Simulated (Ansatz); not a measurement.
## RhPb (P6/mmm): a soft mode frozen in

Which phase does RhPb (P6/mmm) fall into along its unstable mode, and how much energy does it gain?

Program: Ansatz 0.2.0. Level of theory: DFT PBEsol, scalar-relativistic, plane waves, PAW. Results are calculated unless marked as measured.

## (1) The starting structure

Symmetry: P6/mmm, No. 191, hexagonal system. The conventional cell has a = 5.663 Å, b = 5.663 Å, c = 4.443 Å, α = 90.00°, β = 90.00°, γ = 120.00°. Nearest to Rh lie 6 Pb at 2.76 to 2.83 Å and 4 Rh at 2.83 Å. Nearest to Pb lie 6 Rh at 2.76 Å. Nearest to Pb lie 6 Rh at 2.83 Å. Farther neighbours are not listed.

## (2) The dispersion

The cell comes from relaxations at this level that are not shown. Stability and thermal properties need the whole zone. Linear response on a 2×2×2 q mesh gives force constants as far as a supercell of that size would.

input.yaml reads:

```yaml
crystal:
  lattice:
    - [5.6625619152, 0.0, 0.0]
    - [-2.8312809576, 4.903922469, 0.0]
    - [0.0, 0.0, 4.4426373385]
  atoms:
    - { symbol: Rh, position: [0.5, 0.0, 0.0] }
    - { symbol: Rh, position: [0.5, 0.5, 0.0] }
    - { symbol: Rh, position: [0.0, 0.5, 0.0] }
    - { symbol: Pb, position: [0.3333333333, 0.6666666667, 0.5] }
    - { symbol: Pb, position: [0.6666666667, 0.3333333333, 0.5] }
    - { symbol: Pb, position: [0.0, 0.0, 0.0] }
kpoints:
  mp_grid: { grid: [6, 6, 8] }
hamiltonian:
  xc: pbesol
scf:
  occupations: { method: methfessel_paxton, width: 0.15 }
output:
  eigenvalues: true
phonons:
  method: dfpt
  qmesh: [2, 2, 2]
  temperatures: { t_max: 1000, t_step: 50 }
  qpath:
    path:
      - [[0.0, 0.0, 0.0], [0.5, 0.0, 0.0], [0.33333333, 0.33333333, 0.0], [0.0, 0.0, 0.0], [0.0, 0.0, 0.5], [0.5, 0.0, 0.5], [0.33333333, 0.33333333, 0.5], [0.0, 0.0, 0.5]]
      - [[0.5, 0.0, 0.5], [0.5, 0.0, 0.0]]
      - [[0.33333333, 0.33333333, 0.0], [0.33333333, 0.33333333, 0.5]]
    npoints: 10
```

Started as:

```sh
$ ansatz run input.yaml --threads 16 --pin off --max-ram 61440MiB --backend cuda --events-out ev --progress --plain --runs-dir out
```

Numbers of over 12 decimals in the logs are rounded to 6 here.

The program printed:

```text
Engine: ansatz 0.2.0, aarch64-unknown-linux-gnu
Pseudopotentials: kind: paw
Pseudopotential: Rh, paw, valence charge 17, recommended cutoff 420 eV (normal), Rh.paw.azcp
Pseudopotential: Pb, paw, valence charge 14, recommended cutoff 420 eV (normal), Pb.paw.azcp
Functional definition: PBEsol
  exchange = pbesol_x
  correlation = pbesol_c
concurrent solve slots: 12 of 16 are kept, ahead of what memory takes: no pass of the eigensolver takes more rounds on 12
device memory: the entry about to start is reckoned to put 11.9 GiB on a device that reports 182.5 GiB free
GPU FFT provider: cuFFT
GPU libraries: cuBLAS 13.8.1, cuFFT 12.4.0, cuSOLVER 12.3.2
GPU matrix products: emulated (plane waves: as basis.precision tells), large ones in fixed point in workspaces of 1.00 GiB
Crystal: 6 atoms, lattice volume = 123.367 Å³
Basis set: ecut = 420 eV, 2391 PW (Γ), exchange–correlation on 80×80×60 points (8 copies of the dense FFT grid, shifted against one another)
Bands: 56, of which v1, the nominal top of the filled ones, is band 47 counted from 1 (46 counted from 0)
Symmetry: 24 space group operations
k-points: 35 of 288
Non-local potential: Rh, projectors of the file, l = 0: 3, l = 1: 2, l = 2: 2, l = 3: 1
Non-local potential: Pb, projectors of the file, l = 0: 2, l = 1: 2, l = 2: 2, l = 3: 2
PAW form: soft (Blöchl's): semilocal exchange-correlation on the pseudo side does not see the compensation charge
PAW frozen core: Rh, regenerated for the run's functional, and the local potential with it (the file was generated under x = pbe(κ = 0.804, μ = 0.219515), c = pbe(β = 0.066725))
PAW frozen core: Pb, regenerated for the run's functional, and the local potential with it (the file was generated under x = pbe(κ = 0.804, μ = 0.219515), c = pbe(β = 0.066725))
PAW one-centre angular grid: Rh, 590 points (default); XC on 64 Gauss nodes
PAW one-centre angular grid: Pb, 590 points (default); XC on 64 Gauss nodes
Initial density: superposition of atomic densities (neutral atoms: chi_scale 0, normalization atom), corrected by the library's trained network
Initial wavefunctions: pseudopotential atomic-orbital guess
GPU buffer pool allocated for 48000 grid points (all kernels)
GPU transforms: local potential and band sums: pruned to the plane-wave sphere, on 40×40×30
Functional: x = pbesol(κ = 0.804, μ = 0.123457), c = pbesol(β = 0.046)
SCF iter   1: F=—  HF=-54281.525558 eV  |F-HF|=—  |Δ(HF+E_count)|=         —  Δρ=8.12e-3  dr2=8.50e-2  ethr=1.77e-3  ⟨swp⟩=8.1  Hψ=8369  notcnv=0  defer=4
preconditioner: auto → LDOS  [metal: Δε(μ)=0.023 eV  Ē_g=12.729 eV  σ=0.150 eV  W_gap=0.13  n_scr=32 (ndim 8)  ℏωp=27.8 eV  f_vac=0.034  D(μ)=2.35/eV (n_scr^D=8)  β→1.0]
SCF iter   2: F=—  HF=-54281.527306 eV  |F-HF|=—  |Δ(HF+E_count)|=   1.75e-3  S|Δr|=    0.00e0  Δρ=7.99e-3  dr2=8.42e-2  ethr=9.14e-5  ⟨swp⟩=2.0  Hψ=3983  notcnv=0  defer=21
SCF iter   3: F=—  HF=-54281.510818 eV  |F-HF|=—  |Δ(HF+E_count)|=   1.65e-2  S|Δr|=    0.00e0  Δρ=1.21e-3  dr2=1.46e-3  ethr=9.06e-5  ⟨swp⟩=2.0  Hψ=2478  notcnv=0  defer=21
SCF iter   4: F=—  HF=-54281.510708 eV  |F-HF|=—  |Δ(HF+E_count)|=   1.09e-4  S|Δr|=    0.00e0  Δρ=1.29e-4  dr2=1.44e-5  ethr=1.57e-6  ⟨swp⟩=2.0  Hψ=2468  notcnv=0  defer=21
SCF iter   5: F=—  HF=-54281.510523 eV  |F-HF|=—  |Δ(HF+E_count)|=   1.85e-4  S|Δr|=    0.00e0  Δρ=2.95e-5  dr2=9.23e-7  ethr=1.55e-8  ⟨swp⟩=2.0  Hψ=3100  notcnv=0  defer=21
SCF iter   6: F=—  HF=-54281.510524 eV  |F-HF|=—  |Δ(HF+E_count)|=   5.08e-7  S|Δr|=    0.00e0  Δρ=1.11e-5  dr2=1.84e-7  ethr=9.93e-10  ⟨swp⟩=2.0  Hψ=3135  notcnv=0  defer=21
SCF iter   7: F=—  HF=-54281.510524 eV  |F-HF|=—  |Δ(HF+E_count)|=   3.60e-9  S|Δr|=    0.00e0  Δρ=3.20e-6  dr2=1.36e-8  ethr=1.98e-10  ⟨swp⟩=2.0  Hψ=3061  notcnv=0  defer=21
SCF iter   8: F=—  HF=-54281.510524 eV  |F-HF|=—  |Δ(HF+E_count)|=   1.70e-9  S|Δr|=    0.00e0  Δρ=6.49e-7  dr2=1.15e-9  ethr=1.46e-11  ⟨swp⟩=2.0  Hψ=3044  notcnv=0  defer=21
SCF iter   9: F=—  HF=-54281.510524 eV  |F-HF|=—  |Δ(HF+E_count)|=  9.46e-11  S|Δr|=    0.00e0  Δρ=1.95e-7  dr2=3.72e-11  ethr=1.24e-12  ⟨swp⟩=2.0  Hψ=2602  notcnv=0  defer=21
SCF iter  10: F=-54281.510524 eV  HF=-54281.510524 eV  |F-HF|=1.46e-11  |Δ(HF+E_count)|=  2.91e-11  S|Δr|=    0.00e0  Δρ=4.16e-8  dr2=2.04e-12  ethr=1.00e-12  ⟨swp⟩=12.4  Hψ=11219  notcnv=0
SCF 1 converged in 10 iterations: F = -54281.510524 eV  dr2 = 2.04e-12
  greatest PAW one-centre occupation: 1.000 electrons in one spin orbital (limit 2), on the Rh atom at site 2 (counted from 0), in its partial waves of l = 0
phonons: the bands overlap, so this run is a metal and interpolates without the dipole-dipole term. If the crystal is really an insulator or semiconductor, its LO-TO splitting is missing
device memory: the entry about to start is reckoned to put 0.1 GiB (of the 0.2 GiB reckoned in all, the device holds 0.1 GiB already) on a device that reports 182.4 GiB free
concurrent solve slots: 12 of 16 are kept, ahead of what memory takes: no pass of the eigensolver takes more rounds on 12
device memory: the entry about to start is reckoned to put 8.3 GiB on a device that reports 182.4 GiB free
NSCF: frozen V_eff on 35 k-points
concurrent solve slots: 12 of 16 are kept, ahead of what memory takes: no pass of the eigensolver takes more rounds on 12
device memory: the entry about to start is reckoned to put 8.3 GiB on a device that reports 182.4 GiB free
NSCF: frozen V_eff on 35 k-points
device memory: the entry about to start is reckoned to put 12.1 GiB (of the 12.2 GiB reckoned in all, the device holds 0.1 GiB already) on a device that reports 182.2 GiB free
DFPT response loops at q = (0, 0, 0) (fractional): preconditioner auto → Kerker (q_TF=auto, 2.603 Å⁻¹) (partly filled bands, converged f_vac=0.036); β = 1.00, the filter's whole step (`scf.mixing.beta` (0.50) is not read by the response loops under this deck's `scf.mixing.preconditioner`; to damp them name `kerker` or `kerker_dos`, under which they read `scf.mixing.beta`, and type it under 1.00, their step now; both keys bind the ground state too); Anderson in place of MSR1; while a model of the screening serves, it and β = 1 on shorter waves in the place of filter and β
concurrent solve slots: 12 of 16 are kept, ahead of what memory takes: no pass of the eigensolver takes more rounds on 12
device memory: the entry about to start is reckoned to put 8.3 GiB on a device that reports 179.7 GiB free
NSCF: frozen V_eff on 35 k-points
device memory: the entry about to start is reckoned to put 4.9 GiB (of the 5.0 GiB reckoned in all, the device holds 0.1 GiB already) on a device that reports 179.5 GiB free
DFPT response loops at q = (0, 0, -0.5) (fractional): mixed as the last ones told, above
device memory: the entry about to start is reckoned to put 5.1 GiB (of the 5.2 GiB reckoned in all, the device holds 0.1 GiB already) on a device that reports 179.5 GiB free
DFPT response loops at q = (0, -0.5, 0) (fractional): mixed as the last ones told, above
device memory: the entry about to start is reckoned to put 5.1 GiB (of the 5.2 GiB reckoned in all, the device holds 0.1 GiB already) on a device that reports 179.5 GiB free
DFPT response loops at q = (0, -0.5, -0.5) (fractional): mixed as the last ones told, above
SCF converged after 10 iterations
Stability not checked: this state was not tested for a lower state beside it, because cold or Methfessel-Paxton smearing, or corrected tetrahedra, fill the levels in a way that the test cannot read (fill_not_monotonic; see scf.lower_state_search)
Free energy (F): -54281.510524 eV
Harris-Foulkes:  -54281.510524 eV  (|F-HF|=1.46e-11)
Internal energy: -54281.510569 eV  (E = F + TS)
E sigma→0 (E₀):  -54281.510535 eV
Entropy (-TS):   0.000046 eV (0.008 meV/atom)
Fermi energy:    15.360133 eV
--- Per-component energies (eV) ---
  E_band       = -505.942948
  E_kinetic    = 2607.780153
  E_local      = -9869.293132  (includes V_loc(G=0)·N_el)
  E_nonlocal   = 2137.211937
  E_hartree    = 3851.802355
  E_xc         = -1317.363942
  E_vxc        = -1231.313072  (∫ρ·V_xc dr)
  E_paw        = -41358.923950  (= ΣΔE_a)
  E_vpaw       = -1853.936030  (= ΣTr[D̂ρ^β])
  E_aug_tail   = 0.002577  (compensation charges beyond the density's cutoff)
  E_ewald      = -10333.741517
  E_core_change = 1.014949  (= ΣΔE_core)
  E_smearing   = 0.000046  (= −TS)
  E_closure    = 0.000000  (closes the sum)
  Σ components = -54281.510524   (vs F -54281.510524, Δ=0.00e0)
--- Band table (eV; the first three rows and the last of 35) ---
  k-point 0: bands = [... 43 lower, 14.4849, 14.5215, 14.5215, 15.3511, 16.0394, 17.4404, 17.4404, 18.4107, ... 5 higher]
  k-point 1: bands = [... 43 lower, 14.4886, 14.4991, 14.4991, 15.4325, 16.0396, 17.1305, 17.1305, 17.7408, ... 5 higher]
  k-point 2: bands = [... 43 lower, 14.4547, 14.4963, 14.4963, 15.3648, 16.0402, 16.2722, 16.2722, 16.7910, ... 5 higher]
  k-point 34: bands = [... 43 lower, 14.1070, 14.2393, 14.2393, 14.7356, 14.8485, 16.6605, 18.3987, 18.3987, ... 5 higher]
--- Phonons (Γ-DFPT): 7 representative perturbations + reference (Σ response iterations 37) ---
  ASR residual: 3.066e-5 → 0.000e0 eV/Å²; symmetrization residual: 8.209e-10 eV/Å²
  ASR residual per site (eV/Å²): 3.07e-5 2.83e-5 2.83e-5 9.82e-6 9.82e-6 9.54e-6
  Γ frequencies (cm⁻¹): -87.73 0.00 0.00 0.00 57.73 74.69 74.69 96.58 96.58 113.16 113.16 121.90 121.90 135.55 192.77 192.86 192.86 222.94
--- Phonons (arbitrary-q DFPT): 4 irreducible q on the 2×2×2 mesh ---
  q = [0.0000, 0.0000, 0.0000] (star 1, of the zone-centre solve; hermiticity 1.02e-10, symmetrization 1.06e-11): -87.73 0.00 0.00 0.00 57.73 74.69 74.69 96.58 96.58 113.16 113.16 121.90 121.90 135.55 192.77 192.86 192.86 222.94
  q = [0.0000, 0.0000, -0.5000] (star 1, 7 solved perturbations in 305 linear systems a pass and spin channel, the states on 35 of 288 k-point pairs; hermiticity 4.03e-11, symmetrization 3.76e-12): -65.68 22.02 49.47 49.47 68.07 68.07 72.26 72.26 85.27 118.82 118.82 144.38 145.55 145.55 157.79 182.04 182.04 239.27
  q = [0.0000, -0.5000, 0.0000] (star 3, 12 solved perturbations in 585 linear systems a pass and spin channel, the states on 65 of 288 k-point pairs; hermiticity 1.10e-10, symmetrization 9.33e-14): -16.81 49.01 59.55 60.61 67.05 75.18 75.92 100.61 101.17 113.20 116.32 121.93 131.38 161.72 174.02 180.79 198.80 219.38
  q = [0.0000, -0.5000, -0.5000] (star 3, 12 solved perturbations in 585 linear systems a pass and spin channel, the states on 65 of 288 k-point pairs; hermiticity 5.97e-10, symmetrization 9.15e-14): 19.27 37.72 63.98 70.09 72.98 73.69 80.57 99.49 99.49 123.76 129.38 129.54 145.00 145.88 147.77 163.65 197.78 222.47
  sum rule: each row above includes the acoustic sum rule's correction from the zone centre's row sums; it moved no ω² by more than (0.28 cm⁻¹)²
  mesh force constants: q→R imaginary residual 1.37e-17; ASR residual 3.066e-5 → 0.000e0 eV/Å²; symmetrization residual 1.421e-14 eV/Å²
  interpolated dispersion: 93 rows × 18 modes
  density of states and harmonic sums: on the 14×14×14 q-mesh, interpolated from the force constants of a 2×2×2 supercell (no non-analytic term)
  largest difference from the sums on the solved wave vectors: F 1.11e-1 eV, S 1.49e-4 and C_V 3.84e-5 eV/K
  zero-point energy: 0.123439 eV/cell   skipped modes (ω ≤ 0): 116, of them read as no rigid motion or as one in doubt: 113 (5.550e-1 modes/cell left out, lowest -87.73 cm⁻¹)   left out of the sums: 3.09e-2 of the cell's modes: C_V's classical limit lies that fraction below 3 k_B per atom; for a crystal, a wire or a layer, F and S can be off by more, and a phonons.interpolated_qmesh denser along its periods is the remedy for the sampling
```

The job ended after 6.3 s (1 × NVIDIA GB200 with 16 threads of Arm Neoverse V2, shared host; peak memory 2.4 GiB).

Reading the cycles: dr2 is the Hartree energy of the density residual (eV), the measure of convergence; HF is the Harris–Foulkes estimate of the energy, which meets the free energy F at convergence.

Numbers from this step:

| Property | Result |
| --- | --- |
| volume per atom | 20.56 Å³ |
| gap on the k-mesh | 0 eV |
| sum-rule residual before enforcement | 3.07e-5 eV/Å² |
| lowest frequency on the path | -87.73 cm⁻¹ |
| point group | 6/mmm |
| highest frequency on the path or at a solved wavevector | 239.3 cm⁻¹ |
| highest optical mode at the zone centre (no LO-TO term) | 222.9 cm⁻¹ |
| lowest optical zone-centre mode | -87.73 cm⁻¹ |
| lowest mode on the q mesh (acoustic modes at Γ apart) | -87.73 cm⁻¹ |

Frequencies (cm⁻¹) solved at each irreducible wavevector; negative means imaginary. Frequencies by wavevector, by row:

| q in reciprocal lattice units | star | mode 1 | mode 2 | mode 3 | mode 4 | mode 16 | mode 17 | mode 18 |
| --- | --- | --- | --- | --- | --- | --- | --- | --- |
| 0 0 0 | 1 | -87.7 | 0 | 0 | 0 | 192.9 | 192.9 | 222.9 |
| 0 0 -0.5 | 1 | -65.7 | 22 | 49.5 | 49.5 | 182 | 182 | 239.3 |
| 0 -0.5 0 | 3 | -16.8 | 49 | 59.5 | 60.6 | 180.8 | 198.8 | 219.4 |
| 0 -0.5 -0.5 | 3 | 19.3 | 37.7 | 64 | 70.1 | 163.7 | 197.8 | 222.5 |

Interpolated from a 2×2×2 q mesh, rough between the solved points. The phonon branches at the labelled points (cm⁻¹):

| point | branch 1 | branch 2 | branch 3 | branch 4 | branch 15 | branch 16 | branch 17 | branch 18 |
| --- | --- | --- | --- | --- | --- | --- | --- | --- |
| Γ | -88 | 0 | 0 | 0 | 193 | 193 | 193 | 223 |
| halfway | -61 | 34 | 34 | 56 | 185 | 188 | 193 | 222 |
| M | -17 | 49 | 60 | 61 | 174 | 181 | 199 | 219 |
| halfway | 35 | 49 | 59 | 63 | 171 | 179 | 204 | 218 |
| K | 49 | 50 | 66 | 66 | 172 | 172 | 212 | 212 |
| halfway | -49 | 36 | 38 | 56 | 182 | 187 | 194 | 222 |
| Γ | -88 | 0 | 0 | 0 | 193 | 193 | 193 | 223 |
| halfway | -78 | 33 | 33 | 39 | 184 | 188 | 188 | 232 |
| A | -66 | 22 | 50 | 50 | 158 | 182 | 182 | 239 |
| halfway | -43 | 31 | 59 | 66 | 147 | 175 | 187 | 233 |
| L | 19 | 38 | 64 | 70 | 148 | 164 | 198 | 222 |
| halfway | 38 | 42 | 64 | 71 | 148 | 161 | 202 | 220 |
| H | 38 | 63 | 64 | 64 | 148 | 159 | 211 | 211 |
| halfway | -32 | 33 | 61 | 65 | 147 | 172 | 190 | 231 |
| A | -66 | 22 | 50 | 50 | 158 | 182 | 182 | 239 |
| jump to L | 19 | 38 | 64 | 70 | 148 | 164 | 198 | 222 |
| halfway | 11 | 44 | 61 | 66 | 166 | 169 | 200 | 222 |
| M | -17 | 49 | 60 | 61 | 174 | 181 | 199 | 219 |
| jump to K | 49 | 50 | 66 | 66 | 172 | 172 | 212 | 212 |
| halfway | 45 | 56 | 61 | 61 | 159 | 164 | 212 | 212 |
| H | 38 | 63 | 64 | 64 | 148 | 159 | 211 | 211 |

Symmetry leaves 4 wavevectors to solve. The lowest mode among them, the acoustic zeros apart, lies at Γ and is imaginary, 87.7i cm⁻¹, so the energy falls along it.

## (3) The mode frozen in, largest atomic shift 0 Å

The mode followed lies at Γ with frequency 87.7i cm⁻¹, the softest among the wavevectors solved. At small amplitude the distorted cell has space group no. 189 by a symmetry search on the positions. The undistorted cell that holds it gives the zero of energy on the same k mesh.

input.yaml, the sections that differ from step 2:

```yaml
output:
  forces: true
  stress: true
  eigenvalues: true
# crystal, kpoints, hamiltonian, scf: as in step 2
# phonons: removed
```

The program printed:

```text
[...]
GPU FFT provider: cuFFT
GPU libraries: cuBLAS 13.8.1, cuFFT 12.4.0, cuSOLVER 12.3.2
[...]
Crystal: 6 atoms, lattice volume = 123.367 Å³
Basis set: ecut = 420 eV, 2391 PW (Γ), exchange–correlation on 80×80×60 points (8 copies of the dense FFT grid, shifted against one another)
Bands: 56, of which v1, the nominal top of the filled ones, is band 47 counted from 1 (46 counted from 0)
Symmetry: 24 space group operations
[...]
k-points: 35 of 288
[...]
0.000000       0.000000       0.000051
  P = ⅓ Tr σ = -0.0000 GPa (-0.000 kbar)
--- Band table (eV; the first three rows and the last of 35) ---
  k-point 0: bands = [... 43 lower, 14.4848, 14.5215, 14.5215, 15.3511, 16.0393, 17.4404, 17.4404, 18.4108, ... 5 higher]
  k-point 1: bands = [... 43 lower, 14.4885, 14.4991, 14.4991, 15.4325, 16.0396, 17.1305, 17.1305, 17.7408, ... 5 higher]
  k-point 2: bands = [... 43 lower, 14.4547, 14.4962, 14.4962, 15.3647, 16.0401, 16.2722, 16.2722, 16.7910, ... 5 higher]
  k-point 34: bands = [... 43 lower, 14.1070, 14.2392, 14.2392, 14.7356, 14.8484, 16.6605, 18.3987, 18.3987, ... 5 higher]
```

The job ended after 2.1 s (1 × NVIDIA GB200 with 16 threads; peak memory 1.1 GiB).

This step gave:

```yaml
pressure: -1.67e-5 GPa
energy_from_the_undistorted_cell: 0 meV/atom
```

The run ends at a pressure of 0.00 GPa.

## (4) The mode frozen in, largest atomic shift 0.14 Å

The atoms are moved along the unstable eigenvector, the largest shift by 0.14 Å, with the cell fixed.

input.yaml, the sections that differ from step 3:

```yaml
crystal:
  lattice:
    - [5.6625619152, 0.0, 0.0]
    - [-2.8312809576, 4.903922469, 0.0]
    - [0.0, 0.0, 4.4426373385]
  atoms:
    - { symbol: Rh, position: [0.5247237915, 0.0, 0.0] }
    - { symbol: Rh, position: [0.4752762085, 0.4752762085, 0.0] }
    - { symbol: Rh, position: [0.0, 0.5247237915, 0.0] }
    - { symbol: Pb, position: [0.3333333333, 0.6666666667, 0.5] }
    - { symbol: Pb, position: [0.6666666667, 0.3333333333, 0.5] }
    - { symbol: Pb, position: [0.0, 0.0, 0.0] }
# kpoints, hamiltonian, scf, output: as in step 3
```

The program printed:

```text
[...]
GPU FFT provider: cuFFT
GPU libraries: cuBLAS 13.8.1, cuFFT 12.4.0, cuSOLVER 12.3.2
[...]
Crystal: 6 atoms, lattice volume = 123.367 Å³
Basis set: ecut = 420 eV, 2391 PW (Γ), exchange–correlation on 80×80×60 points (8 copies of the dense FFT grid, shifted against one another)
Bands: 56, of which v1, the nominal top of the filled ones, is band 47 counted from 1 (46 counted from 0)
Symmetry: 12 space group operations
[...]
k-points: 35 of 288 (time reversal used)
[...]
0.000000       0.000000      -0.341604
  P = ⅓ Tr σ = 0.2785 GPa (2.785 kbar)
--- Band table (eV; the first three rows and the last of 35) ---
  k-point 0: bands = [... 43 lower, 14.3040, 14.4651, 14.4651, 15.3704, 15.7780, 17.3186, 17.3186, 18.5684, ... 5 higher]
  k-point 1: bands = [... 43 lower, 14.3048, 14.4501, 14.4501, 15.4696, 15.7772, 17.0435, 17.0435, 17.8891, ... 5 higher]
  k-point 2: bands = [... 43 lower, 14.3018, 14.4329, 14.4329, 15.4780, 15.7742, 16.2450, 16.2450, 16.9198, ... 5 higher]
  k-point 34: bands = [... 43 lower, 14.1549, 14.1919, 14.1919, 14.6364, 14.6562, 16.7649, 18.3573, 18.3573, ... 5 higher]
```

Elapsed: 1.6 s, on 1 × NVIDIA GB200 with 16 threads; peak memory 1.1 GiB; 4.1 s of CPU time.

This step gave:

- pressure: 0.2785 GPa
- energy from the undistorted cell: -7.447 meV/atom

The energy, extrapolated to zero smearing, is -7.45 meV/atom against the undistorted cell.

The run ends at a pressure of 0.28 GPa, with forces up to 0.058 eV/Å.

## (5) Energy along the mode, all amplitudes (two of the runs are shown above)

An imaginary frequency means negative curvature, so the energy should fall and then rise again as anharmonic terms take over.

This step gave:

| Property | Result |
| --- | --- |
| depth at the lowest point sampled | 7.447 meV/atom |
| largest atomic shift at that point | 0.14 Å |

Energy from the parent against largest atomic shift:

| largest atomic shift (Å) | energy from the parent (meV/atom) |
| --- | --- |
| 0.000 | 0 |
| 0.040 | -1.15 |
| 0.080 | -3.89 |
| 0.140 | -7.45 |
| 0.220 | -1.31 |
| 0.320 | 48.3 |

Displacement at unit largest shift by atom:

```csv
atom,x (Å),y (Å),z (Å),size
Rh1,1.00,0.00,0.00,1.00
Rh2,-0.50,-0.87,0.00,1.00
Rh3,-0.50,0.87,0.00,1.00
Pb4,0.00,0.00,0.00,0.00
Pb5,0.00,0.00,0.00,0.00
Pb6,0.00,0.00,0.00,0.00
```

The lowest of the steps tried is at 0.14 Å, 7.45 meV/atom below the parent; the bottom of the well need not coincide with a step.

(Part 1 of 2 ends here.)

[Logs are printed without paths, hosts, clocks, repeated set-up lines and the standing remarks that a program may print on its own settings, such as how far it seeks lower states.]

[Hosts, paths, dates, database ids (printed as entryN), source tags and the programs' standing remarks are cut or masked in the printed files.]
